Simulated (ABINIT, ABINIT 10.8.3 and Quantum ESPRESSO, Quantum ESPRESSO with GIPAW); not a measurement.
## NMR shieldings of LiH in space group Fm-3m by two methods

Wanted: shieldings of LiH in space group Fm-3m from two unrelated programs, to see how far they agree.

Calculated with ABINIT 10.8.3 and Quantum ESPRESSO with GIPAW; DFT, plane-wave PAW; levels as the steps name them.

The database entry behind the starting cell differs from later determinations by our own check (the deuteride, about 0.2 % short), so it need not match the best structure at ambient conditions.

### Step 1. The structure

The structure is cubic, space group Fm-3m (No. 225). The conventional cell has a = 4.074 Å, b = 4.074 Å, c = 4.074 Å, α = 90.00°, β = 90.00°, γ = 90.00°. Li has 6 H at 2.04 Å nearest. H has 6 Li at 2.04 Å nearest. Farther neighbours are not listed.

### Step 2. GIPAW: ground state

GIPAW goes first: it uses the crystal's symmetry and gives all sites in one run, so it is the cheaper road.

A patched development version of Quantum ESPRESSO; PAW files made with ld1.x from the pslibrary 1.0.0 recipes.

scf.in

```
&control
  calculation = 'scf'
  prefix = 'x'
  outdir = './tmp/'
  pseudo_dir = './'
/
&system
  ibrav = 0
  nat = 2
  ntyp = 2
  ecutwfc = 55
  ecutrho = 330
  nbnd = 4
/
&electrons
  conv_thr = 1.0d-10
  mixing_beta = 0.7
  electron_maxstep = 100
/
ATOMIC_SPECIES
  Li 6.940 Li.pbe-sl-kjpaw_psl.1.0.0-gipaw.UPF
  H 1.008 H.pbe-kjpaw_psl.1.0.0-gipaw.UPF
CELL_PARAMETERS angstrom
  0.00000000 2.03675000 2.03675000
  2.03675000 0.00000000 2.03675000
  2.03675000 2.03675000 0.00000000
ATOMIC_POSITIONS crystal
  Li 0.00000000 0.00000000 0.00000000
  H 0.50000000 0.50000000 0.50000000
K_POINTS automatic
  11 11 11 0 0 0
```

Run with:

```
mpirun -np 4 pw.x -nk 4 -in scf.in > scf.out
```

Numbers of over 12 decimals in the logs are rounded to 6 here.

Output:

```text
using ibrav=0 with symmetry is DISCOURAGED, use correct ibrav instead

     bravais-lattice index     =            0
     lattice parameter (alat)  =       5.4432  a.u.
     unit-cell volume          =     114.0354 (a.u.)^3
     number of atoms/cell      =            2
     number of atomic types    =            2
     number of electrons       =         4.00
     number of Kohn-Sham states=            4
     kinetic-energy cutoff     =      55.0000  Ry
     charge density cutoff     =     330.0000  Ry
     scf convergence threshold =      1.0E-10
     mixing beta               =       0.7000
     number of iterations used =            8  plain     mixing
     Exchange-correlation= SLA-PW-PBX-PBC
                           (   1   4   3   4   0   0   0)
[...]
Li                3.00     6.94000     Li( 1.00)
     H                 1.00     1.00800     H ( 1.00)

     48 Sym. Ops., with inversion, found
[...]
number of k points=    56
[...]
Dense  grid:    11575 G-vectors     FFT dimensions: (  32,  32,  32)

     Smooth grid:     6231 G-vectors     FFT dimensions: (  25,  25,  25)

     Initial potential from superposition of free atoms

     starting charge       3.9954, renormalised to       4.0000
     Starting wfcs are    6 randomized atomic wfcs

     Self-consistent Calculation

     iteration #  1     ecut=    55.00 Ry     beta= 0.70
     Davidson diagonalization with overlap
     ethr =  1.00E-02,  avg # of iterations =  2.6

     total energy              =     -16.26341934 Ry
     estimated scf accuracy    <       0.05313300 Ry

     iteration #  2     ecut=    55.00 Ry     beta= 0.70
     Davidson diagonalization with overlap
     ethr =  1.33E-03,  avg # of iterations =  1.9

     total energy              =     -16.27065561 Ry
     estimated scf accuracy    <       0.00014936 Ry

     iteration #  3     ecut=    55.00 Ry     beta= 0.70
     Davidson diagonalization with overlap
     ethr =  3.73E-06,  avg # of iterations =  7.0

     total energy              =     -16.27141020 Ry
     estimated scf accuracy    <       0.00004163 Ry

     iteration #  4     ecut=    55.00 Ry     beta= 0.70
     Davidson diagonalization with overlap
     ethr =  1.04E-06,  avg # of iterations =  1.2

     total energy              =     -16.27141723 Ry
     estimated scf accuracy    <       0.00000449 Ry

     iteration #  5     ecut=    55.00 Ry     beta= 0.70
     Davidson diagonalization with overlap
     ethr =  1.12E-07,  avg # of iterations =  2.9

     total energy              =     -16.27141891 Ry
     estimated scf accuracy    <       0.00000033 Ry

     iteration #  6     ecut=    55.00 Ry     beta= 0.70
     Davidson diagonalization with overlap
     ethr =  8.13E-09,  avg # of iterations =  2.4

     total energy              =     -16.27141900 Ry
     estimated scf accuracy    <          3.3E-09 Ry

     iteration #  7     ecut=    55.00 Ry     beta= 0.70
     Davidson diagonalization with overlap
     ethr =  8.30E-11,  avg # of iterations =  4.1

     The highest empty levels of an scf can be off by 1 eV or more

     End of self-consistent calculation
     [one-electron energies left out]

     highest occupied, lowest unoccupied level (ev):     0.3180    3.5204

!    total energy              =     -16.27141900 Ry
     total all-electron energy =       -16.271422 Ry
     estimated scf accuracy    <          2.7E-11 Ry

     The total energy is the sum of the following terms:
     one-electron contribution =      -8.96935855 Ry
     hartree contribution      =       3.77518323 Ry
     xc contribution           =      -4.36063487 Ry
     ewald contribution        =      -6.80545381 Ry
     one-center paw contrib.   =       0.08884499 Ry

     convergence has been achieved in   7 iterations
[...]
JOB DONE.
```

Run time: 1.7 s. Hardware: 4 MPI ranks of Arm Neoverse V1, shared host; peak memory 0.21 GiB; 6.3 s of CPU time.

### Step 3. GIPAW: response

nmr.in

```
&inputgipaw
  job = 'nmr'
  prefix = 'x'
  tmp_dir = './tmp/'
  restart_mode = 'from_scratch'
  verbosity = 'low'
  q_gipaw = 0.01
  spline_ps = .true.
  conv_threshold = 1.0d-14
  use_nmr_macroscopic_shape = .false.
  pawproj(1) = .true.
  pawproj(2) = .true.
/
```

Run with:

```
mpirun -np 4 gipaw.x -in nmr.in > nmr.out
```

Output:

```text
[banner, memory and clock lines left out]
[a note of our patched build left out]

     Parallelizing q-star over 1 images

     IMPORTANT: XC functional enforced from input :
     Exchange-correlation= PBE
                           (   1   4   3   4   0   0   0)
     Any further DFT definition will be discarded
     Please, verify this is what you really want

[...]
projs nearly linearly dependent: l=0  n1,n2= 1, 2  s=  0.99968852
[...]
alpha_pv=     88.5640 eV

     spline_ps is .false., expect some extrapolation errors

     q-space interpolation up to    66.00 Rydberg

     GIPAW job: nmr
     NMR macroscopic correction: no
[...]
Computing the magnetic susceptibility     isolve=0    ethr=  0.1000E-13
     Starting from scratch
     k-point #    1 of    56      pool #  1    cpu time:       0.3
[...]
ATTENTION: ik=  25  ibnd=  3  eigenvalues differ too much!
         9.6833      9.4659
     ATTENTION: ik=  25  ibnd=  3  eigenvalues differ too much!
         9.6833      9.9000
[...]
ATTENTION: ik=  31  ibnd=  3  eigenvalues differ too much!
         6.5063      6.3038
     ATTENTION: ik=  31  ibnd=  3  eigenvalues differ too much!
         6.5063      6.7112
[...]
End of magnetic susceptibility calculation

     f-sum rule (1st term):
            -2.8553          0.0000          0.0000
             0.0000         -2.8553          0.0000
             0.0000          0.0000         -2.8553

     f-sum rule (2nd term):
             0.0225          0.0000         -0.0000
             0.0000          0.0225          0.0000
            -0.0000          0.0000          0.0225

     f-sum rule (should be    -2.8326):
            -2.8328          0.0000          0.0000
             0.0000         -2.8328          0.0000
             0.0000          0.0000         -2.8328

[... susceptibilities left out ...]
     Contributions to the NMR chemical shifts: -------------------------------

     Macroscopic shape contribution in ppm:                    0.00
             0.0000          0.0000          0.0000
             0.0000          0.0000          0.0000
             0.0000          0.0000          0.0000

     Core contribution in ppm:

     Atom  1  Li  pos: (  0.000000  0.000000  0.000000)  core sigma:           0.00
     Atom  2  H   pos: (  0.707107  0.707107  0.707107)  core sigma:           0.00

     Bare contribution in ppm:

     Atom  1  Li  pos: (  0.000000  0.000000  0.000000)  bare sigma:          16.56
[...]
Atom  2  H   pos: (  0.707107  0.707107  0.707107)  bare sigma:          21.87
[...]
Diamagnetic contribution in ppm:

     Atom  1  Li  pos: (  0.000000  0.000000  0.000000)  dia sigma:          70.45
[...]
Atom  2  H   pos: (  0.707107  0.707107  0.707107)  dia sigma:           0.98
[...]
Paramagnetic contribution in ppm:

     Atom  1  Li  pos: (  0.000000  0.000000  0.000000)  para sigma:          -1.82
[...]
Atom  2  H   pos: (  0.707107  0.707107  0.707107)  para sigma:           0.00
[...]
Paramagnetic US occ-occ contribution in ppm:

     Atom  1  Li  pos: (  0.000000  0.000000  0.000000)  para_oo sigma:          -0.00
[...]
Atom  2  H   pos: (  0.707107  0.707107  0.707107)  para_oo sigma:           0.00
[...]
Paramagnetic US L_R Q_R contribution in ppm:

     Atom  1  Li  pos: (  0.000000  0.000000  0.000000)  para_lq sigma:          -0.16
[...]
Atom  2  H   pos: (  0.707107  0.707107  0.707107)  para_lq sigma:           0.00
[...]
Total NMR chemical shifts in ppm: ---------------------------------------
     (adopting the Simpson convention for anisotropy and asymmetry)-----------

     Atom  1  Li  pos: (  0.000000  0.000000  0.000000)  Total sigma:          85.03
[...]
Li      1    anisotropy:     -0.00    eta:    0.0000
[...]
Atom  2  H   pos: (  0.707107  0.707107  0.707107)  Total sigma:          22.85
[...]
H       2    anisotropy:     -0.00    eta:    0.0000
[...]
```

Wall time 18 s (4 MPI ranks); peak memory 0.18 GiB.

### Step 4. Converse method: dipole on Li1; PBE, zora 0, 32 Ha, 5×5×5 (4 shifts)

A nuclear dipole of one atomic unit is put on one atom. The ground state with the dipole is followed by the k-derivatives of the wave functions, and the induced orbital moment, with its sign turned, is the shielding tensor applied to the dipole's direction; the site's symmetry gives the rest. The dipole breaks time reversal, so the whole zone is sampled. JTH 2.0 datasets hold the cores' Lamb term.

run.abi

```
ndtset 2
acell 3*1.0 Angstrom
rprim
  0.00000000 2.03675000 2.03675000
  2.03675000 0.00000000 2.03675000
  2.03675000 2.03675000 0.00000000
natom 2
ntypat 2
znucl 3 1
typat 1 2
xred
  0.00000000 0.00000000 0.00000000
  0.50000000 0.50000000 0.50000000
pseudos "Li_PBE_JTH.xml, H_PBE_JTH.xml"
ecut 32
pawecutdg 64
pawovlp -1
kptopt 3
ngkpt 5 5 5
nshiftk 4
shiftk 0.5 0.5 0.5  0.5 0 0  0 0.5 0  0 0 0.5
nband 2
occopt 1
nsym 1
symmorphi 0
istwfk *1
chkprim 0
chksymbreak 0
chksymtnons 0
optforces 0
optstress 0
pawcpxocc 2
usexcnhat 0
paral_atom 0
paral_kgb 0
prtden 0
prteig 0
prtebands 0
prtgsr 0
natnd 1
iatnd 1
atndlist 1 0 0
tolvrs1 1d-14
nstep1 50
rfddk2 1
rfdir2 1 1 1
iscf2 -3
getwfk2 -1
orbmag2 2
tolwfr2 1d-18
nstep2 30
prtwf2 0
```

Run with:

```
abinit run.abi > log
```

Output:

```text
DATASET    1 : space group P1 (#  1); Bravais aP (primitive triclinic)
[...]
Values of the parameters that define the memory need for DATASET  1.
     intxc =       0    ionmov =       0      iscf =      17    lmnmax =       9
     lnmax =       5     mgfft =      30  mpssoang =       2    mqgrid =    3001
     natom =       2  nloc_mem =       2    nspden =       1   nspinor =       1
    nsppol =       1      nsym =       1    n1xccc =       1    ntypat =       2
    occopt =       1   xclevel =       2
       mpw =         995          nfft =       27000          nkpt =         500
 PAW method is used; the additional fine FFT grid is defined by:
   mgfftf=        40    nfftf =     64000
[...]
DATASET    2 : space group P1 (#  1); Bravais aP (primitive triclinic)
[...]
Values of the parameters that define the memory need for DATASET  2 (RF).
     intxc =       0      iscf =      -3    lmnmax =       9     lnmax =       5
     mgfft =      30  mpssoang =       2    mqgrid =    3001     natom =       2
  nloc_mem =       2    nspden =       1   nspinor =       1    nsppol =       1
      nsym =       1    n1xccc =       1    ntypat =       2    occopt =       1
   xclevel =       2
      nfft =       27000          nkpt =         500
[...]
acell      1.8897261259E+00  1.8897261259E+00  1.8897261259E+00 Bohr
              amu      6.94100000E+00  1.00794000E+00
         atndlist      1.0000000000E+00  0.0000000000E+00  0.0000000000E+00
[...]
ecut      3.20000000E+01 Hartree
           getwfk1          0
           getwfk2         -1
            iatnd        1    0
             iscf1         17
             iscf2         -3
              ixc     -101130
           jdtset        1    2
     [kpt list left out]
           kptopt           3
         kptrlatt        5   -5    5     -5    5    5     -5   -5    5
[...]
natnd           1
            natom           2
            nband           2
           ndtset           2
            ngfft          30      30      30
          ngfftdg          40      40      40
             nkpt         500
            nstep1         50
            nstep2         30
             nsym           1
           ntypat           2
        nucdipmom      1.0000000000E+00  0.0000000000E+00  0.0000000000E+00
[...]
occ      2.000000  2.000000
[...]
optforces           0
        optstress           0
           orbmag1          0
           orbmag2          2
        pawcpxocc           2
        pawecutdg      6.40000000E+01 Hartree
          pawovlp     -1.0000000000E+00
[...]
rfddk1          0
            rfddk2          1
            rprim      0.0000000000E+00  2.0367500000E+00  2.0367500000E+00
[...]
shiftk      5.00000000E-01  5.00000000E-01  5.00000000E-01
          spgroup           1
        symmorphi           0
           tolvrs1     1.00000000E-14
           tolvrs2     0.00000000E+00
           tolwfr1     0.00000000E+00
           tolwfr2     1.00000000E-18
            typat      1  2
        usexcnhat           0
           useylm           1
     [wtk list left out]
[...]
xred      0.0000000000E+00  0.0000000000E+00  0.0000000000E+00
[...]
znucl        3.00000    1.00000
[...]
dimensions: {natom: 2, nkpt: 500, mband: 2, nsppol: 1, nspinor: 1, nspden: 1, mpw: 995, }
cutoff_energies: {ecut:  32.0, pawecutdg:  64.0, }
electrons: {nelect:   4.00000000E+00, charge:   0.00000000E+00, occopt:   1.00000000E+00, tsmear:   1.00000000E-02, }
[...]
Unit cell volume ucvol=  1.1403542E+02 bohr^3
[...]
Coarse grid specifications (used for wave-functions):
[...]
Fine grid specifications (used for densities):
[...]
2.40887065E+01                                ecore*ucvol(ha*bohr**3)
[...]
solver: {iscf: 17, nstep: 50, nline: 4, wfoptalg: 10, }
tolerances: {tolvrs: 1.00E-14, }
[...]
ETOT  1  -7.907530    -7.908E+00 5.807E+00 1.043E+00
 ETOT  2  -8.141138    -2.336E-01 8.573E-02 3.220E+00
 ETOT  3  -8.146990    -5.852E-03 1.637E-04 6.535E+00
 ETOT  4  -8.136334     1.066E-02 1.066E-03 4.657E-01
 ETOT  5  -8.135646     6.879E-04 3.301E-04 1.233E-02
 ETOT  6  -8.135628     1.811E-05 4.459E-06 4.190E-05
 ETOT  7  -8.135628    -3.007E-07 1.598E-08 3.139E-05
 ETOT  8  -8.135628     3.910E-08 2.831E-09 2.896E-07
 ETOT  9  -8.135628    -5.990E-10 1.290E-11 2.301E-08
 ETOT 10  -8.135628    -2.252E-11 8.401E-13 3.820E-10
 ETOT 11  -8.135628    -6.217E-14 4.331E-15 3.031E-11
 ETOT 12  -8.135628    -6.395E-14 1.664E-14 8.980E-13
 ETOT 13  -8.135628     2.665E-14 1.854E-17 2.539E-13
 ETOT 14  -8.135628    -1.421E-14 1.501E-17 2.916E-15

 At SCF step   14       nres2   =  2.92E-15 < tolvrs=  1.00E-14 =>converged.
[...]
comment   : Summary of ground state results
[...]
etotal    :  -8.13562827E+00
entropy   :   0.00000000E+00
fermie    :  -5.34135632E-02

 Integrated electronic density in atomic spheres:
[...]
----iterations are completed or convergence reached----
[...]
f-sum rule ratio=    7.1618928705E-01
 Expectation of eigenvalue derivatives (hartree) for nkpt= 500  k points:
  (in case of degenerate eigenvalues, averaged derivative)
 [levels by k-point left out]

 Nine components of 2nd-order total energy (hartree) are
 1,2,3: 0th-order hamiltonian combined with 1st-order wavefunctions
     kin0=   9.01953079E+00 eigvalue=   2.86686500E+00  local=  -4.40399481E+00  nclr dpl0=  -8.12661809E-09
 4,5,6: 1st-order hamiltonian combined with 1st and 0th-order wfs
     kin1=  -1.14515856E+01  Hartree=   0.00000000E+00     xc=   0.00000000E+00  nclr dpl1=  -7.38941958E-12
 7,8,9: eventually, occupation + non-local contributions
    edocc=   0.00000000E+00     enl0=  -4.39447114E-01   enl1=  -2.64393479E+00
 10: eventually, PAW "on-site" Hxc contribution: epaw1=   0.00000000E+00
 1-10 gives the relaxation energy (to be shifted if some occ is /=2.0)
   erelax=  -7.05256651E+00
 11 Contribution from 1st-order change of wavefunctions overlap
 eovl1 =  -4.80633047E-03
  No Ewald or frozen-wf contrib.: the relaxation energy is the total one
 2DEtotal=   -0.7052566513E+01 Ha. Also 2DEtotal=   -0.191910111419E+03 eV
    (  non-var. 2DEtotal :   -7.0525665130E+00 Ha)
[...]
symkpt : not enough symmetry to change the number of k points.

 Initialisation of the first-order wave-functions :
  ireadwf=   0
[...]
solver: {iscf: -3, nstep: 30, nline: 4, wfoptalg: 10, }
tolerances: {tolwfr: 1.00E-18, }
[...]
ETOT  2  -7.052566     -1.470E-03 4.232E-05 0.000E+00
 ETOT  3  -7.052567     -8.365E-07 3.079E-08 0.000E+00
 ETOT  4  -7.052567     -8.684E-10 3.783E-11 0.000E+00
 ETOT  5  -7.052567     -1.289E-12 8.803E-14 0.000E+00
 ETOT  6  -7.052567      1.776E-14 1.133E-16 0.000E+00
 ETOT  7  -7.052567     -3.109E-14 9.975E-19 0.000E+00

 At SCF step    7   max residual=  9.98E-19 < tolwfr=  1.00E-18 =>converged.
[...]
----iterations are completed or convergence reached----
[...]
f-sum rule ratio=    7.1618928705E-01
 Expectation of eigenvalue derivatives (hartree) for nkpt= 500  k points:
  (in case of degenerate eigenvalues, averaged derivative)
 [levels by k-point left out]

 Nine components of 2nd-order total energy (hartree) are
 1,2,3: 0th-order hamiltonian combined with 1st-order wavefunctions
     kin0=   9.01953079E+00 eigvalue=   2.86686500E+00  local=  -4.40399481E+00  nclr dpl0=  -8.12661810E-09
 4,5,6: 1st-order hamiltonian combined with 1st and 0th-order wfs
     kin1=  -1.14515856E+01  Hartree=   0.00000000E+00     xc=   0.00000000E+00  nclr dpl1=  -7.38939552E-12
 7,8,9: eventually, occupation + non-local contributions
    edocc=   0.00000000E+00     enl0=  -4.39447114E-01   enl1=  -2.64393479E+00
 10: eventually, PAW "on-site" Hxc contribution: epaw1=   0.00000000E+00
 1-10 gives the relaxation energy (to be shifted if some occ is /=2.0)
   erelax=  -7.05256651E+00
 11 Contribution from 1st-order change of wavefunctions overlap
 eovl1 =  -4.80633047E-03
  No Ewald or frozen-wf contrib.: the relaxation energy is the total one
 2DEtotal=   -0.7052566513E+01 Ha. Also 2DEtotal=   -0.191910111421E+03 eV
    (  non-var. 2DEtotal :   -7.0525665131E+00 Ha)
[...]
symkpt : not enough symmetry to change the number of k points.

 Initialisation of the first-order wave-functions :
  ireadwf=   0
[...]
solver: {iscf: -3, nstep: 30, nline: 4, wfoptalg: 10, }
tolerances: {tolwfr: 1.00E-18, }
[...]
ETOT  2  -7.052566     -1.470E-03 4.232E-05 0.000E+00
 ETOT  3  -7.052567     -8.365E-07 3.079E-08 0.000E+00
 ETOT  4  -7.052567     -8.684E-10 3.783E-11 0.000E+00
 ETOT  5  -7.052567     -1.259E-12 8.803E-14 0.000E+00
 ETOT  6  -7.052567     -1.066E-14 1.133E-16 0.000E+00
 ETOT  7  -7.052567     -2.043E-14 9.975E-19 0.000E+00

 At SCF step    7   max residual=  9.98E-19 < tolwfr=  1.00E-18 =>converged.
[...]
----iterations are completed or convergence reached----
[...]
f-sum rule ratio=    7.1618928707E-01
 Expectation of eigenvalue derivatives (hartree) for nkpt= 500  k points:
  (in case of degenerate eigenvalues, averaged derivative)
 [levels by k-point left out]

 Nine components of 2nd-order total energy (hartree) are
 1,2,3: 0th-order hamiltonian combined with 1st-order wavefunctions
     kin0=   9.01953079E+00 eigvalue=   2.86686500E+00  local=  -4.40399481E+00  nclr dpl0=  -8.12661810E-09
 4,5,6: 1st-order hamiltonian combined with 1st and 0th-order wfs
     kin1=  -1.14515856E+01  Hartree=   0.00000000E+00     xc=   0.00000000E+00  nclr dpl1=  -7.38939222E-12
 7,8,9: eventually, occupation + non-local contributions
    edocc=   0.00000000E+00     enl0=  -4.39447114E-01   enl1=  -2.64393479E+00
 10: eventually, PAW "on-site" Hxc contribution: epaw1=   0.00000000E+00
 1-10 gives the relaxation energy (to be shifted if some occ is /=2.0)
   erelax=  -7.05256651E+00
 11 Contribution from 1st-order change of wavefunctions overlap
 eovl1 =  -4.80633047E-03
  No Ewald or frozen-wf contrib.: the relaxation energy is the total one
 2DEtotal=   -0.7052566513E+01 Ha. Also 2DEtotal=   -0.191910111423E+03 eV
    (  non-var. 2DEtotal :   -7.0525665132E+00 Ha)
[...]
Orbital magnetic moment computed with DFPT derivative wavefunctions

 Orbital magnetic moment, Cartesian directions :
 -8.42986984E-05 -8.14013424E-14 -4.66127270E-14

 Chern vector, Cartesian directions :
  1.03293490E-07  1.32113847E-15 -3.08654889E-15

 Orbital magnetic moment, term-by-term breakdown :
     rho(1) CC :  -2.78150788E-05 -2.94766461E-14  2.77452544E-14
    rho(1) VV1 :  -5.31067415E-07  1.87426775E-15 -1.47954558E-15
    rho(1) VV2 :   2.91775899E-08 -2.00036816E-17 -2.12812470E-17
     rho(0) NL :   1.32353216E-05 -5.49685642E-14 -7.37565950E-14
   <L_R> terms :   1.60045527E-07  1.18959372E-15  8.99448056E-16
 <A0.An> terms :  -6.93770969E-05  1.00827889E-20 -7.61631713E-21
    Lamb terms :   0.00000000E+00  0.00000000E+00  0.00000000E+00
 Chern vector, term-by-term breakdown :
  Ch CC :   1.07940421E-07  1.33753427E-15 -3.09149031E-15
 Ch vv1 :  -4.64693141E-09 -1.63957965E-17  4.94141882E-18
 Ch vv2 :  -2.58493941E-26 -1.06343968E-25  1.52402508E-25
[...]
---- first-order wavefunction calculations are completed ----

 respfn : d/dk was computed, but no 2DTE, so no DDB output.

== END DATASET(S) ==
```

It took 7.3 min on 1 thread; peak memory 0.31 GiB.

Along the dipole the shielding is 84.3 ppm. The Chern vector, which should vanish, has length 1.0e-07.

(Continued in part 2 of 2.)

[Banner, clock, file and dataset-listing lines were taken out of the logs.]

[Logs are printed without paths, hosts, clocks, repeated set-up lines and the standing remarks that a program may print on its own settings, such as how far it seeks lower states.]

[Hosts, paths, dates, database ids (printed as entryN), source tags and the programs' standing remarks are cut or masked in the printed files.]
